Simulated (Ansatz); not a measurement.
# Ti2NF2 monolayer: relaxing the cell for a phonon run

Aim: bring Ti2NF2 monolayer to small forces and stress, as phonons need.

Main program and level: Ansatz 0.2.0; DFT PBE, scalar-relativistic, plane waves, PAW; PAW set soft_1.

## (1) Starting point

The cell holds 5 atoms: 1 N, 2 Ti and 2 F. Its edges and angles: a = 3.040 Å, b = 3.040 Å, c = 20.000 Å, α = 90.0°, β = 90.0°, γ = 120.0°. Vacuum lies along c.

## (2) A coarse first look

First a cheap look: the gap decides the mesh and the occupations, the pressure tells how far the cell has to move.

The program solves this slab on a cell height of its own, 33.2 Å, in place of the one typed.

File input.yaml:

```yaml
crystal:
  lattice:
    - [3.04, 0.0, 0.0]
    - [-1.52, 2.63272, 0.0]
    - [0.0, 0.0, 20.0]
  atoms:
    - { symbol: "N", position: [0.0, 0.0, 0.5] }
    - { symbol: Ti, position: [0.333333, 0.666667, 0.56] }
    - { symbol: Ti, position: [0.666667, 0.333333, 0.44] }
    - { symbol: F, position: [0.666667, 0.333333, 0.6175] }
    - { symbol: F, position: [0.333333, 0.666667, 0.3825] }
  periodic: [true, true, false]
kpoints:
  mp_grid: { grid: [6, 6, 1] }
hamiltonian:
  xc: pbe
  pseudopotentials: { kind: paw, azcp: { folder: soft_1 } }
scf:
  occupations: { method: gaussian, width: 0.1 }
output:
  forces: true
  stress: true
  eigenvalues: true
```

On the command line:

```sh
ansatz run input.yaml --threads 4 --pin off --max-ram 16384MiB --backend cpu --events-out ev --progress --plain --runs-dir out
```

Numbers of over 12 decimals in the logs are rounded to 6 here.

Output:

```text
[...]
k-point 0: bands = [... 18 lower, -7.6693, -7.6693, -3.8540, -3.8540, -3.7735, -2.5733, -2.5733, -2.3525, ... 1 higher]
  k-point 1: bands = [... 18 lower, -8.4669, -7.8784, -4.3713, -3.4311, -3.4257, -2.6702, -2.3356, -2.3240, ... 1 higher]
  k-point 2: bands = [... 18 lower, -8.6683, -8.1162, -5.1832, -2.7907, -2.6108, -2.5554, -2.0244, -1.8823, ... 1 higher]
  k-point 6: bands = [... 18 lower, -9.4314, -8.8193, -3.4953, -3.0267, -3.0267, -2.2306, -2.0751, -2.0751, ... 1 higher]
[key lines of the parts left out:]
SCF converged after 8 iterations
Free energy (F): -7006.535515 eV
Fermi energy:    -3.358698 eV
P = ½ c Tr σ = -0.4896 N/m
```

The job ended after 1.9 s (4 threads of Arm Neoverse V1, shared host; peak memory 0.58 GiB).

This run has no spin polarisation although its electron count is odd.

Numbers from this step:

| Quantity | Value |
| --- | --- |
| gap on the k-mesh | 0 eV |
| area per atom | 1.601 Å² |

The coarse mesh shows no gap.

## (3) Rough relaxation

A rough relaxation comes first, because large forces or stress need no tight tolerances yet.

The program solves this slab on a cell height of its own, 33.2 Å, in place of the one typed.

Edit input.yaml of step 2 so:

```diff
@@ -13,3 +13,3 @@
 kpoints:
-  mp_grid: { grid: [6, 6, 1] }
+  mp_grid: { grid: [9, 9, 1] }
 hamiltonian:
@@ -23 +23,6 @@
   eigenvalues: true
+relax:
+  adjacent_minimum: "off"
+  f_tol: 0.05
+  max_steps: 80
+  cell: { stress_2d_tol: 0.02 }
```

Output:

```text
[...]
Crystal: 5 atoms, lattice volume = 265.715 Å³
Basis set: ecut = 420 eV, 5151 PW (Γ), exchange–correlation on 48×48×450 points (8 copies of the dense FFT grid, shifted against one another)
Bands: 27, of which v1, the nominal top of the filled ones, is band 22 counted from 1 (21 counted from 0)
Symmetry: 12 space group operations
[...]
cell:  # Å, volume = 269.3360 Å³
    - [3.060644, 0, 0]
    - [-1.530322, 2.650596, 0]
    - [0, 0, 33.2]
  atoms:
    - { symbol: N, position: [0, 0, 0.301205] }
    - { symbol: Ti, position: [0.333333, 0.666667, 0.333355] }
    - { symbol: Ti, position: [0.666667, 0.333333, 0.269054] }
    - { symbol: F, position: [0.666667, 0.333333, 0.370925] }
    - { symbol: F, position: [0.333333, 0.666667, 0.231484] }
[key lines of the parts left out:]
SCF converged after 6 iterations
Free energy (F): -7006.917173 eV
Fermi energy:    -4.412218 eV
P = ½ c Tr σ = -0.0011 N/m
```

The job ended after 16 s (4 threads; peak memory 0.65 GiB).

Step by step:

| step | energy less that of the first step (eV) | largest force component (eV/Å) | volume (Å³) |
| --- | --- | --- | --- |
| 1 | 0.0000 | 3.2363 | 265.72 |
| 2 | -0.3480 | 0.3640 | 269.44 |
| 3 | -0.3602 | 0.0231 | 268.18 |
| 4 | -0.3601 | 0.0144 | 268.70 |
| 5 | -0.3600 | 0.0114 | 269.04 |
| 6* | -0.3618 | 0.0113 | 269.04 |
| 7 | -0.3616 | 0.0023 | 269.34 |
| 8* | -0.3618 | 0.0023 | 269.34 |

Relaxation steps marked * repeat the geometry before them on a plane-wave basis chosen anew for their cell, so energy and pressure can jump there.

The run keeps the 12 symmetry operations that it works with, so distortions that break them were not tested.

| cell as run | before | after | change |
| --- | --- | --- | --- |
| a (Å) | 3.040 | 3.061 | +0.7 % |
| b (Å) | 3.040 | 3.061 | +0.7 % |

The atoms that moved most (Å, along periodic axes as changes of fractional coordinates times the final cell, across vacuum about the mean position):

| atom | dx | dy | dz | length |
| --- | --- | --- | --- | --- |
| Ti2 | 0.000 | 0.000 | -0.133 | 0.133 |
| Ti3 | 0.000 | 0.000 | 0.133 | 0.133 |
| F5 | 0.000 | 0.000 | 0.035 | 0.035 |
| F4 | 0.000 | 0.000 | -0.035 | 0.035 |

The relaxed structure:

```cif
data_structure
_symmetry_space_group_name_H-M 'P 1'
_symmetry_Int_Tables_number 1
_cell_length_a 3.0606
_cell_length_b 3.0606
_cell_length_c 33.2000
_cell_angle_alpha 90.000
_cell_angle_beta 90.000
_cell_angle_gamma 120.000
_cell_volume 269.34
loop_
_atom_site_label
_atom_site_type_symbol
_atom_site_fract_x
_atom_site_fract_y
_atom_site_fract_z
_atom_site_occupancy
N1 N 0.00000 0.00000 0.30120 1
Ti2 Ti 0.33333 0.66667 0.33336 1
Ti3 Ti 0.66667 0.33333 0.26905 1
F4 F 0.66667 0.33333 0.37093 1
F5 F 0.33333 0.66667 0.23148 1
```

Numbers from this step:

```yaml
area_per_atom: 1.623 Å²
```

The relaxation ends with a largest force component of 0.0023 eV/Å.

## (4) Relaxation

Harmonic phonons are second derivatives at a point where the forces vanish, and they are wanted at zero stress, so atoms and cell are relaxed first.

File input.yaml:

```yaml
crystal:
  lattice:
    - [3.0606444609, 0.0, 0.0]
    - [-1.5303222305, 2.6505958551, 0.0]
    - [0.0, 0.0, 33.2]
  atoms:
    - { symbol: "N", position: [0.0, 0.0, 0.3012048193] }
    - { symbol: Ti, position: [0.3333333333, 0.6666666667, 0.333355388] }
    - { symbol: Ti, position: [0.6666666667, 0.3333333333, 0.2690542506] }
    - { symbol: F, position: [0.6666666667, 0.3333333333, 0.3709252615] }
    - { symbol: F, position: [0.3333333333, 0.6666666667, 0.231484377] }
  periodic: [true, true, false]
kpoints:
  mp_grid: { grid: [15, 15, 1] }
hamiltonian:
  xc: pbe
  pseudopotentials: { kind: paw, azcp: { folder: soft_1 } }
scf:
  occupations: { method: gaussian, width: 0.1 }
output:
  forces: true
  stress: true
  eigenvalues: true
  write_density: true
  write_potential: true
  elf: true
  volumetric_format: npy
relax:
  adjacent_minimum: "off"
  f_tol: 0.005
  max_steps: 80
  cell: { stress_2d_tol: 0.02 }
```

Output:

```text
[...]
Crystal: 5 atoms, lattice volume = 269.336 Å³
Basis set: ecut = 420 eV, 5235 PW (Γ), exchange–correlation on 48×48×450 points (8 copies of the dense FFT grid, shifted against one another)
Bands: 27, of which v1, the nominal top of the filled ones, is band 22 counted from 1 (21 counted from 0)
Symmetry: 12 space group operations
[...]
k-points: 27 of 225
[...]
SCF iter   1: F=—  HF=-7011.190007 eV  |F-HF|=—  |Δ(HF+E_count)|=         —  Δρ=6.70e-2  dr2=1.65e1  ethr=3.10e-3  ⟨swp⟩=11.7  Hψ=5154  notcnv=0
[...]
SCF iter  10: F=-7006.931833 eV  HF=-7006.931833 eV  |F-HF|=3.70e-9  |Δ(HF+E_count)|=   1.39e-7  Δρ=4.57e-6  dr2=6.16e-8  ethr=2.33e-10  ⟨swp⟩=25.3  Hψ=9136  notcnv=0
SCF 1 converged in 10 iterations: F = -7006.931833 eV  dr2 = 6.16e-8
[...]
relax step   1: F+E_penalty+E_count = -7006.93183270 eV  Δ(F+E_penalty+E_count) = +0.000e0 eV  max|allowed force component| = 3.138e-2 eV/Å  Δτ_max = 0.0000 Å  P = -0.051 N/m  Ω = 269.336 Å³  fix = [c, alpha, beta]  reactions: c -0.000 N/m  (10 SCF iters, dr2 threshold 1.00e-7 eV, accepted)
Crystal: 5 atoms, lattice volume = 269.386 Å³
[...]
SCF iter   4: F=-7006.931849 eV  HF=-7006.931849 eV  |F-HF|=4.30e-8  |Δ(HF+E_count)|=  7.53e-10  Δρ=2.94e-6  dr2=1.48e-8  ethr=1.43e-10  ⟨swp⟩=13.8  Hψ=7679  notcnv=0
SCF 2 converged in 4 iterations: F = -7006.931849 eV  dr2 = 1.48e-8
relax step   2: F+E_penalty+E_count = -7006.93184907 eV  Δ(F+E_penalty+E_count) = -1.637e-5 eV  max|allowed force component| = 5.472e-3 eV/Å  Δτ_max = 0.0014 Å  P = -0.013 N/m  Ω = 269.386 Å³  energy of the carried Pulay correction = -2.510e-5 eV  fix = [c, alpha, beta]  reactions: c -0.000 N/m  (4 SCF iters, dr2 threshold 6.15e-8 eV, accepted)
Crystal: 5 atoms, lattice volume = 269.362 Å³
[...]
SCF iter   4: F=-7006.931862 eV  HF=-7006.931862 eV  |F-HF|=1.17e-8  |Δ(HF+E_count)|=   2.51e-8  Δρ=4.84e-7  dr2=3.75e-10  ethr=4.35e-12  ⟨swp⟩=13.7  Hψ=6418  notcnv=0
SCF 3 converged in 4 iterations: F = -7006.931862 eV  dr2 = 3.75e-10
relax step   3: F+E_penalty+E_count = -7006.93186225 eV  Δ(F+E_penalty+E_count) = -1.318e-5 eV  max|allowed force component| = 4.568e-4 eV/Å  Δτ_max = 0.0002 Å  P = -0.001 N/m  Ω = 269.362 Å³  energy of the carried Pulay correction = -1.318e-5 eV  fix = [c, alpha, beta]  reactions: c -0.000 N/m  (4 SCF iters, dr2 threshold 1.87e-9 eV, accepted)
[...]
SCF iter   5: F=-7006.931864 eV  HF=-7006.931864 eV  |F-HF|=3.30e-9  |Δ(HF+E_count)|=   3.66e-8  Δρ=3.42e-8  dr2=2.99e-12  ethr=1.00e-12  ⟨swp⟩=12.6  Hψ=5124  notcnv=0
SCF 4 converged in 5 iterations: F = -7006.931864 eV  dr2 = 2.99e-12
relax step   4: F+E_penalty+E_count = -7006.93186446 eV  Δ(F+E_penalty+E_count) = -2.209e-6 eV  max|allowed force component| = 4.479e-4 eV/Å  Δτ_max = 0.0000 Å  P = -0.001 N/m  Ω = 269.362 Å³  fix = [c, alpha, beta]  reactions: c -0.000 N/m  stress off target by 5.08e-4 N/m on what of the cell is left free  SCF on the basis re-selected at this cell (its energy is not comparable with the rows above)  (5 SCF iters)
[...]
WARN: The output density's exchange-correlation potential varies sharply where the density is thin. Do not read a vacuum level from v_tot or v_xc, or from such a field of the output density. On a cell that repeats whose density bears no net charge and no dipole along the vacuum's axis use v_es (v_loc + v_h of the components); under efield.dipole_correction with no amplitude use v_es + v_field, which holds any externa [...]
SCF converged after 5 iterations
Free energy (F): -7006.931864 eV
[...]
Internal energy: -7006.923153 eV  (E = F + TS)
E sigma→0 (E₀):  -7006.927509 eV
Entropy (-TS):   -0.008711 eV (-1.742 meV/atom)
Fermi energy:    -4.449537 eV
[...]
--- Forces (eV/Å), atoms counted from 1 ---
  atom   1  N      0.00000000     0.00000000     0.00000000
  atom   2  Ti    -0.00000000    -0.00000000     0.00044788
  atom   3  Ti     0.00000000     0.00000000    -0.00044788
  atom   4  F      0.00000000     0.00000000    -0.00044677
  atom   5  F     -0.00000000    -0.00000000     0.00044677
  max |Σ_I F_I| component: 4.63e-18 eV/Å
--- 2D stress c σ (N/m, compression-positive) ---
       -0.000508       0.000000       0.000000
        0.000000      -0.000508       0.000000
        0.000000       0.000000      -0.000000
  P = ½ c Tr σ = -0.0005 N/m
--- Band table (eV; the first three rows and the last of 27) ---
  k-point 0: bands = [... 18 lower, -9.3315, -9.3315, -5.1281, -5.1281, -4.3387, -3.1268, -3.1268, -3.1239, ... 1 higher]
  k-point 1: bands = [... 18 lower, -9.4601, -9.3703, -5.2061, -5.0534, -4.3415, -3.2324, -3.1273, -3.0604, ... 1 higher]
  k-point 2: bands = [... 18 lower, -9.5608, -9.4674, -5.4287, -4.8433, -4.3167, -3.3230, -3.0922, -3.0893, ... 1 higher]
  k-point 26: bands = [... 18 lower, -10.5051, -9.7865, -4.5460, -4.4294, -4.4294, -2.7588, -2.7588, -2.6639, ... 1 higher]
--- Relaxed structure (3 steps of the walk, 3 accepted, 1 SCFs on fresh bases) ---
[...]
cell:  # Å, volume = 269.3622 Å³
    - [3.060793, 2.8868920896432684e-11, 0]
    - [-1.530397, 2.650725, 0]
    - [0, 0, 33.2]
  atoms:
    - { symbol: N, position: [0, 0, 0.30120481928] }
    - { symbol: Ti, position: [0.333333, 0.666667, 0.333310] }
    - { symbol: Ti, position: [0.666667, 0.333333, 0.269100] }
    - { symbol: F, position: [0.666667, 0.333333, 0.370893] }
    - { symbol: F, position: [0.333333, 0.666667, 0.231517] }
```

Wall time 16 s (4 threads); peak memory 0.69 GiB; 63 s of CPU time.

Little changed from the start: no atom moved by 0.005 Å and no cell edge by 0.1 %.

Electrostatic potential energy in the ac plane at fractional y = 0.333, with atoms of Ti and F within 0.2 Å of it. With pseudopotentials it is smooth inside the atoms' cores, unlike the true potential.

Values in eV, 24 rows by 16 columns, each cell a mean:
```
  0   0   0   0   0   0   0   0   0   0   0   0   0   0   0   0
  0   0   0   0   0   0   0   0   0   0   0   0   0   0   0   0
  0   0   0   0   0   0   0   0   0   0   0   0   0   0   0   0
  0   0   0   0   0   0   0   0   0   0   0   0   0   0   0   0
  0   0   0   0   0   0   0   0   0   0   0   0   0   0   0   0
  0   0   0   0   0   0   0   0   0   0   0   0   0   0   0   0
  0   0   0   0   0   0   0   0   0   0   0   0   0   0   0   0
  0   0   0   0   0   0   0   0   0   0   0   0   0   0   0   0
  0   0   0   0   0   0   0   0   0   0   0   0   0   0   0   0
  0   0   0   0   0   0   0   0   0   0   0   0   0   0   0   0
  0   0   0   0   0   0   0   0   0   0   0   0   0   0   0   0
  0   0   0   0   0   0   0   0   0   0   0   0   0   0   0   0
  0   0   0   0   0   0   0   0   0   0   0   0   0   0   0   0
  0   0   0   0   0   0   0   0   0   0   0   0   0   0   0   0
 -1  -1  -1  -1  -1  -1  -1  -3 -10 -13 -15 -15 -14 -11  -5  -1
-10 -12 -14 -14 -13 -11  -9 -10 -16 -18 -19 -19 -18 -16 -11  -8
 -9 -11 -12 -13 -12 -10  -9  -9 -10 -11 -12 -12 -11 -10  -9  -9
-12  -8  -6  -6  -7 -10 -18 -28 -31 -32 -32 -32 -32 -31 -30 -22
 -3  -3  -3  -3  -3  -3  -4  -5  -7  -8  -9  -9  -9  -7  -5  -4
  0   0   0   0   0   0   0   0   0   0   0   0   0   0   0   0
  0   0   0   0   0   0   0   0   0   0   0   0   0   0   0   0
  0   0   0   0   0   0   0   0   0   0   0   0   0   0   0   0
  0   0   0   0   0   0   0   0   0   0   0   0   0   0   0   0
  0   0   0   0   0   0   0   0   0   0   0   0   0   0   0   0
```
Columns run along a (3.1 Å; values clipped at the 3rd and 97th percentile), rows up along c (33.2 Å). Atoms in or near the plane, at fractional coordinates: Ti at (0.67, 0.27), F at (0.67, 0.37).

ELF in the ac plane at fractional y = 0.333, with atoms of Ti and F within 0.2 Å of it. It is the smooth field of the valence electrons, not physical close to the nuclei.

Values, 24 rows by 16 columns, each cell a mean:
```
0.00 0.00 0.00 0.00 0.00 0.00 0.00 0.00 0.00 0.00 0.00 0.00 0.00 0.00 0.00 0.00
0.00 0.00 0.00 0.00 0.00 0.00 0.00 0.00 0.00 0.00 0.00 0.00 0.00 0.00 0.00 0.00
0.00 0.00 0.00 0.00 0.00 0.00 0.00 0.00 0.00 0.00 0.00 0.00 0.00 0.00 0.00 0.00
0.00 0.00 0.00 0.00 0.00 0.00 0.00 0.00 0.00 0.00 0.00 0.00 0.00 0.00 0.00 0.00
0.00 0.00 0.00 0.00 0.00 0.00 0.00 0.00 0.00 0.00 0.00 0.00 0.00 0.00 0.00 0.00
0.00 0.00 0.00 0.00 0.00 0.00 0.00 0.00 0.00 0.00 0.00 0.00 0.00 0.00 0.00 0.00
0.00 0.00 0.00 0.00 0.00 0.00 0.00 0.00 0.00 0.00 0.00 0.00 0.00 0.00 0.00 0.00
0.00 0.00 0.00 0.00 0.00 0.00 0.00 0.00 0.00 0.00 0.00 0.00 0.00 0.00 0.00 0.00
0.00 0.00 0.00 0.00 0.00 0.00 0.00 0.00 0.00 0.00 0.00 0.00 0.00 0.00 0.00 0.00
0.00 0.00 0.00 0.00 0.00 0.00 0.00 0.00 0.00 0.00 0.00 0.00 0.00 0.00 0.00 0.00
0.00 0.00 0.00 0.00 0.00 0.00 0.00 0.00 0.00 0.00 0.00 0.00 0.00 0.00 0.00 0.00
0.00 0.00 0.00 0.00 0.00 0.00 0.00 0.00 0.00 0.00 0.00 0.00 0.00 0.00 0.00 0.00
0.00 0.00 0.00 0.00 0.00 0.00 0.00 0.00 0.00 0.00 0.00 0.00 0.00 0.00 0.00 0.00
0.00 0.00 0.00 0.00 0.00 0.00 0.01 0.02 0.03 0.04 0.04 0.04 0.04 0.03 0.02 0.01
0.23 0.07 0.01 0.01 0.04 0.17 0.36 0.51 0.59 0.63 0.63 0.63 0.64 0.61 0.54 0.41
0.16 0.11 0.14 0.15 0.13 0.15 0.25 0.39 0.49 0.53 0.51 0.51 0.53 0.51 0.43 0.29
0.33 0.39 0.42 0.42 0.40 0.35 0.27 0.21 0.19 0.20 0.22 0.22 0.21 0.20 0.21 0.26
0.12 0.19 0.26 0.28 0.21 0.13 0.17 0.39 0.61 0.69 0.68 0.67 0.69 0.65 0.48 0.22
0.30 0.43 0.49 0.50 0.45 0.35 0.22 0.11 0.07 0.08 0.10 0.10 0.08 0.06 0.07 0.16
0.04 0.06 0.07 0.07 0.06 0.04 0.03 0.01 0.01 0.00 0.00 0.00 0.00 0.00 0.01 0.02
0.00 0.00 0.00 0.00 0.00 0.00 0.00 0.00 0.00 0.00 0.00 0.00 0.00 0.00 0.00 0.00
0.00 0.00 0.00 0.00 0.00 0.00 0.00 0.00 0.00 0.00 0.00 0.00 0.00 0.00 0.00 0.00
0.00 0.00 0.00 0.00 0.00 0.00 0.00 0.00 0.00 0.00 0.00 0.00 0.00 0.00 0.00 0.00
0.00 0.00 0.00 0.00 0.00 0.00 0.00 0.00 0.00 0.00 0.00 0.00 0.00 0.00 0.00 0.00
```
Columns run along a (3.1 Å), rows up along c (33.2 Å). Atoms in or near the plane, at fractional coordinates: Ti at (0.67, 0.27), F at (0.67, 0.37).

Valence density in the ac plane at fractional y = 0.333, with atoms of Ti and F within 0.2 Å of it. It is the smooth field of the valence electrons, not physical close to the nuclei.

Values in units of 1e0 e/Å³, 24 rows by 16 columns, each cell a mean:
```
0.0 0.0 0.0 0.0 0.0 0.0 0.0 0.0 0.0 0.0 0.0 0.0 0.0 0.0 0.0 0.0
0.0 0.0 0.0 0.0 0.0 0.0 0.0 0.0 0.0 0.0 0.0 0.0 0.0 0.0 0.0 0.0
0.0 0.0 0.0 0.0 0.0 0.0 0.0 0.0 0.0 0.0 0.0 0.0 0.0 0.0 0.0 0.0
0.0 0.0 0.0 0.0 0.0 0.0 0.0 0.0 0.0 0.0 0.0 0.0 0.0 0.0 0.0 0.0
0.0 0.0 0.0 0.0 0.0 0.0 0.0 0.0 0.0 0.0 0.0 0.0 0.0 0.0 0.0 0.0
0.0 0.0 0.0 0.0 0.0 0.0 0.0 0.0 0.0 0.0 0.0 0.0 0.0 0.0 0.0 0.0
0.0 0.0 0.0 0.0 0.0 0.0 0.0 0.0 0.0 0.0 0.0 0.0 0.0 0.0 0.0 0.0
0.0 0.0 0.0 0.0 0.0 0.0 0.0 0.0 0.0 0.0 0.0 0.0 0.0 0.0 0.0 0.0
0.0 0.0 0.0 0.0 0.0 0.0 0.0 0.0 0.0 0.0 0.0 0.0 0.0 0.0 0.0 0.0
0.0 0.0 0.0 0.0 0.0 0.0 0.0 0.0 0.0 0.0 0.0 0.0 0.0 0.0 0.0 0.0
0.0 0.0 0.0 0.0 0.0 0.0 0.0 0.0 0.0 0.0 0.0 0.0 0.0 0.0 0.0 0.0
0.0 0.0 0.0 0.0 0.0 0.0 0.0 0.0 0.0 0.0 0.0 0.0 0.0 0.0 0.0 0.0
0.0 0.0 0.0 0.0 0.0 0.0 0.0 0.0 0.0 0.0 0.0 0.0 0.0 0.0 0.0 0.0
0.0 0.0 0.0 0.0 0.0 0.0 0.0 0.0 0.0 0.0 0.0 0.0 0.0 0.0 0.0 0.0
0.1 0.0 0.0 0.0 0.0 0.1 0.1 0.4 0.9 2.1 3.3 3.5 2.5 1.2 0.5 0.2
0.3 0.3 0.3 0.3 0.3 0.3 0.3 0.5 1.2 2.5 3.9 4.1 3.0 1.5 0.7 0.4
0.4 0.5 0.6 0.6 0.6 0.5 0.4 0.3 0.3 0.4 0.4 0.4 0.4 0.3 0.3 0.3
0.3 0.3 0.3 0.3 0.3 0.3 0.5 1.2 3.0 5.5 7.3 7.6 6.2 3.8 1.6 0.6
0.2 0.2 0.3 0.3 0.3 0.2 0.1 0.1 0.1 0.2 0.2 0.2 0.2 0.1 0.1 0.1
0.0 0.0 0.0 0.0 0.0 0.0 0.0 0.0 0.0 0.0 0.0 0.0 0.0 0.0 0.0 0.0
0.0 0.0 0.0 0.0 0.0 0.0 0.0 0.0 0.0 0.0 0.0 0.0 0.0 0.0 0.0 0.0
0.0 0.0 0.0 0.0 0.0 0.0 0.0 0.0 0.0 0.0 0.0 0.0 0.0 0.0 0.0 0.0
0.0 0.0 0.0 0.0 0.0 0.0 0.0 0.0 0.0 0.0 0.0 0.0 0.0 0.0 0.0 0.0
0.0 0.0 0.0 0.0 0.0 0.0 0.0 0.0 0.0 0.0 0.0 0.0 0.0 0.0 0.0 0.0
```
Columns run along a (3.1 Å), rows up along c (33.2 Å). Atoms in or near the plane, at fractional coordinates: Ti at (0.67, 0.27), F at (0.67, 0.37).

(Continued in part 2 of 2.)

[Logs are printed without paths, hosts, clocks, repeated set-up lines and the standing remarks that a program may print on its own settings, such as how far it seeks lower states.]

[Hosts, paths, dates, database ids (printed as entryN), source tags and the programs' standing remarks are cut or masked in the printed files.]
